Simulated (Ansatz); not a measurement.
# LiBe in Pmma, a phase reached by a soft mode: following an unstable mode, part 3 of 3

Aim: this structure of LiBe in Pmma, a phase reached by a soft mode is to be tested for unstable modes, and one is followed downhill.

Ansatz 0.2.0; DFT PBEsol, scalar-relativistic, plane waves, PAW; PAW set soft_1.

So far. Step 4 (The mode frozen in, largest atomic shift 0.45 Å): The run ends at a pressure of -1.64 GPa, with forces up to 0.45 eV/Å. Step 5 (Energy along the mode, all amplitudes (two of the runs …): The lowest of the steps tried is at 0.45 Å, 48.1 meV/atom below the parent; the bottom of the well need not coincide with a step.

## (7) The new phase in its own primitive cell (continued)

Relaxation path:

| step | energy less that of the first step (eV) | largest force component (eV/Å) | pressure (GPa) | volume (Å³) |
| --- | --- | --- | --- | --- |
| 1 | 0.0000 | 0.0046 | 0.02 | 45.26 |
| 2 | -0.0001 | 0.0051 | -0.03 | 45.31 |
| 3 | -0.0001 | 0.0042 | -0.02 | 45.27 |
| 4 | -0.0001 | 0.0131 | -0.03 | 45.20 |
| 5 | -0.0002 | 0.0024 | -0.01 | 45.24 |
| 6 | -0.0001 | 0.0230 | -0.02 | 45.13 |
| 7 | -0.0002 | 0.0010 | 0.00 | 45.18 |
| 8 | -0.0002 | 0.0095 | 0.00 | 45.15 |
| 9 | -0.0002 | 0.0038 | -0.01 | 45.17 |
| 10 | -0.0002 | 0.0054 | 0.01 | 45.12 |
| 11 | -0.0002 | 0.0100 | 0.01 | 45.11 |
| 12 | -0.0003 | 0.0006 | 0.01 | 45.12 |
| 13 | -0.0003 | 0.0002 | 0.00 | 45.15 |
| 14 | -0.0003 | 0.0005 | -0.02 | 45.17 |
| 15 | -0.0003 | 0.0001 | 0.00 | 45.15 |
| 16* | -0.0003 | 0.0001 | 0.00 | 45.15 |

Relaxation steps marked * repeat the geometry before them on a plane-wave basis chosen anew for their cell, so energy and pressure can jump there. Relaxation steps 4, 6, 8, 11, 14 were tried and not accepted.

Forces are held to the 4 operations that the run works with; a distortion that breaks them can't arise in this run.

| cell as run | before | after | change |
| --- | --- | --- | --- |
| a (Å) | 2.286 | 2.282 | -0.2 % |
| b (Å) | 3.595 | 3.610 | +0.4 % |
| c (Å) | 5.513 | 5.482 | -0.6 % |
| β (°) | 92.59 | 91.36 | -1.3 % |
| volume (Å³/atom) | 11.32 | 11.29 | -0.2 % |

The atoms that moved most (Å, as changes of fractional coordinates times the final cell):

| atom | dx | dy | dz | length |
| --- | --- | --- | --- | --- |
| Li1 | 0.011 | 0.000 | -0.005 | 0.012 |
| Li2 | -0.011 | 0.000 | 0.005 | 0.012 |
| Be3 | -0.005 | 0.000 | 0.004 | 0.006 |
| Be4 | 0.005 | 0.000 | -0.004 | 0.006 |

Final coordinates:

```xyz
4
Lattice="2.2822 0.0000 0.0247 0.0000 3.6101 0.0000 -0.1894 0.0000 5.4785" Properties=species:S:1:pos:R:3 pbc="T T T"
Li    1.6755    0.9025    0.8691
Li    0.4173    2.7075    4.6341
Be    1.6068    0.9025    3.1740
Be    0.4860    2.7075    2.3292
```

This step gave:

| Item | Value |
| --- | --- |
| pressure | -6.91e-4 GPa |
| volume per atom | 11.29 Å³ |

The largest force component left is 0.063 meV/Å and the pressure is -0.001 GPa, within the tolerances set. The cell now holds 11.29 Å³/atom.

## (8) Modes of the new phase

A relaxed structure may still be a saddle point, so its zone-centre modes are computed. No field response is asked, since the mesh shows no gap.

input.yaml

```yaml
crystal:
  lattice:
    - [2.282151667, 0.0, 0.0246676787]
    - [0.0, 3.6100588346, 0.0]
    - [-0.189355091, 0.0, 5.4785227825]
  atoms:
    - { symbol: Li, position: [0.747068124, 0.25, 0.1552776426] }
    - { symbol: Li, position: [0.252931876, 0.75, 0.8447223574] }
    - { symbol: Be, position: [0.7518419424, 0.25, 0.5759658109] }
    - { symbol: Be, position: [0.2481580576, 0.75, 0.4240341891] }
kpoints:
  mp_grid: { grid: [18, 12, 8] }
hamiltonian:
  xc: pbesol
  pseudopotentials: { kind: paw, azcp: { folder: soft_1 }, xc_functional: pbe }
scf:
  occupations: { method: methfessel_paxton, width: 0.2 }
output:
  eigenvalues: true
phonons:
  method: dfpt
```

On the command line:

```sh
ansatz run input.yaml --threads 4 --pin off --max-ram 10240MiB --backend cpu --events-out ev --progress --plain --runs-dir out
```

Numbers of over 12 decimals in the logs are rounded to 6 here.

Log:

```text
[...]
Crystal: 4 atoms, lattice volume = 45.153 Å³
Basis set: ecut = 420 eV, 873 PW (Γ), exchange–correlation on 32×60×80 points (8 copies of the dense FFT grid, shifted against one another)
Bands: 9, of which v1, the nominal top of the filled ones, is band 5 counted from 1 (4 counted from 0)
Symmetry: 4 space group operations
k-points: 518 of 1728 (irreducible under 2 space group operations, time reversal used)
[...]
SCF iter   1: F=—  HF=-586.122179 eV  |F-HF|=—  |Δ(HF+E_count)|=         —  Δρ=1.40e-2  dr2=2.83e-1  ethr=3.10e-3  ⟨swp⟩=5.2  Hψ=30130  notcnv=0
[...]
SCF iter   9: F=-586.025159 eV  HF=-586.025159 eV  |F-HF|=3.41e-13  |Δ(HF+E_count)|=  2.96e-12  S|Δr|=    0.00e0  Δρ=7.27e-9  dr2=5.08e-14  ethr=1.00e-12  ⟨swp⟩=4.9  Hψ=15432  notcnv=0
[...]
SCF 1 converged in 9 iterations: F = -586.025159 eV  dr2 = 5.08e-14
[...]
SCF converged after 9 iterations
[...]
Free energy (F): -586.025159 eV
[...]
Internal energy: -586.026560 eV  (E = F + TS)
E sigma→0 (E₀):  -586.025509 eV
Entropy (-TS):   0.001400 eV (0.350 meV/atom)
Fermi energy:    3.861676 eV
[...]
--- Band table (eV; the first three rows and the last of 518) ---
[...]
ASR residual: 4.312e-5 → 0.000e0 eV/Å²; symmetrization residual: 1.487e-7 eV/Å²
  ASR residual per site (eV/Å²): 1.44e-6 1.44e-6 4.31e-5 4.31e-5
[...]
```

Elapsed: 26 s, on 4 threads of Arm Neoverse V1, shared host; peak memory 1 GiB; 95 s of CPU time.

Numbers from this step:

| Item | Value |
| --- | --- |
| sum-rule residual before enforcement | 4.31e-5 eV/Å² |
| point group | 2/m |
| highest optical mode at the zone centre (no LO-TO term) | 553.3 cm⁻¹ |
| lowest optical zone-centre mode | 98.4 cm⁻¹ |

Patterns of degenerate modes are one choice out of their space. The modes at Γ (shares of kinetic energy by element, %):

| mode | frequency (cm⁻¹) | symmetry | Li % | Be % |
| --- | --- | --- | --- | --- |
| 1 | 0.0 | acoustic | 44 | 56 |
| 2 | 0.0 | acoustic | 43 | 57 |
| 3 | 0.0 | acoustic | 44 | 56 |
| 4 | 98.4 | Ag | 96 | 4 |
| 5 | 103.8 | Bu | 56 | 44 |
| 6 | 362.2 | Au | 56 | 44 |
| 7 | 409.2 | Bg | 82 | 18 |
| 8 | 425.2 | Ag | 13 | 87 |
| 9 | 426.0 | Bu | 56 | 44 |
| 10 | 463.5 | Ag | 33 | 67 |
| 11 | 469.1 | Ag | 59 | 41 |
| 12 | 553.3 | Bg | 18 | 82 |

Displacements in mode 4 (98.4 cm⁻¹), the largest set to 1:
```
Li1 -1.00  0.00 -0.01
Li2  1.00  0.00  0.01
Be3  0.18  0.00  0.01
Be4 -0.18  0.00 -0.01
```

Displacements in mode 12 (553.3 cm⁻¹), the largest set to 1:
```
Li1  0.00 -0.54  0.00
Li2  0.00  0.54  0.00
Be3  0.00 -1.00  0.00
Be4  0.00  1.00  0.00
```

Before it was imposed, the acoustic sum rule was missed by 4.3e-5 eV/Å². Small misses are needed for a sound result but don't prove that mesh and cutoff are converged. The lowest optical mode is real, 98.4 cm⁻¹.

## (9) The phases reached

The phases reached along the modes that were followed are set side by side.

Energies are those of the first relaxation, on the mesh of the frozen mode; space group, volume and gap are those of the last relaxation. Phases, by row:

| mode frozen in | space group | energy from parent (meV/atom) | volume (Å³/atom) | gap on mesh (eV) | lowest zone-centre optical mode (cm⁻¹) | largest shift (Å) |
| --- | --- | --- | --- | --- | --- | --- |
| parent | Pmma | 0 | 11.06 | 0 | – | – |
| q = (0, 0, 0), 310i cm⁻¹ | P2_1/m | -97.58 | 11.29 | 0 | 98.4 | 0.36 |

## (10) Summary of results

| Property | Result |
| --- | --- |
| unstable mode of the parent | q = (0, 0, 0), 310i cm⁻¹ |
| depth at the lowest point sampled | 48.1 meV/atom |
| largest atomic shift at that point | 0.45 Å |
| space group reached (within 0.01 Å) | P2_1/m |
| energy gained over the parent (first relaxation, on the mesh of the frozen mode) | 97.6 meV/atom |
| volume per atom, phase reached | 11.3 Å³ |
| lowest optical zone-centre mode, phase reached | 98.4 cm⁻¹ |
| highest optical mode at the zone centre (no LO-TO term), phase reached | 553 cm⁻¹ |

Along this mode the structure falls into P2_1/m, 97.6 meV/atom below the parent. At the parent's cell the well is 48.13 meV/atom deep on the steps tried, with its lowest point at a shift of 0.45 Å. Relaxing atoms and cell changes the gain by +49.46 meV/atom against the lowest step (energies at zero smearing). The new phase has no imaginary mode at the zone centre of its cell; other wavevectors were not checked. Each path keeps the symmetry of its pattern, so a lower phase may lie along a pattern not tried. With no gap, or one that is small against the smearing, the frequencies hang on the k mesh and the smearing, most of all near Kohn anomalies. The PAW files were made for PBE and serve the other functionals too.

[Logs are printed without paths, hosts, clocks, repeated set-up lines and the standing remarks that a program may print on its own settings, such as how far it seeks lower states.]

[Hosts, paths, dates, database ids (printed as entryN), source tags and the programs' standing remarks are cut or masked in the printed files.]
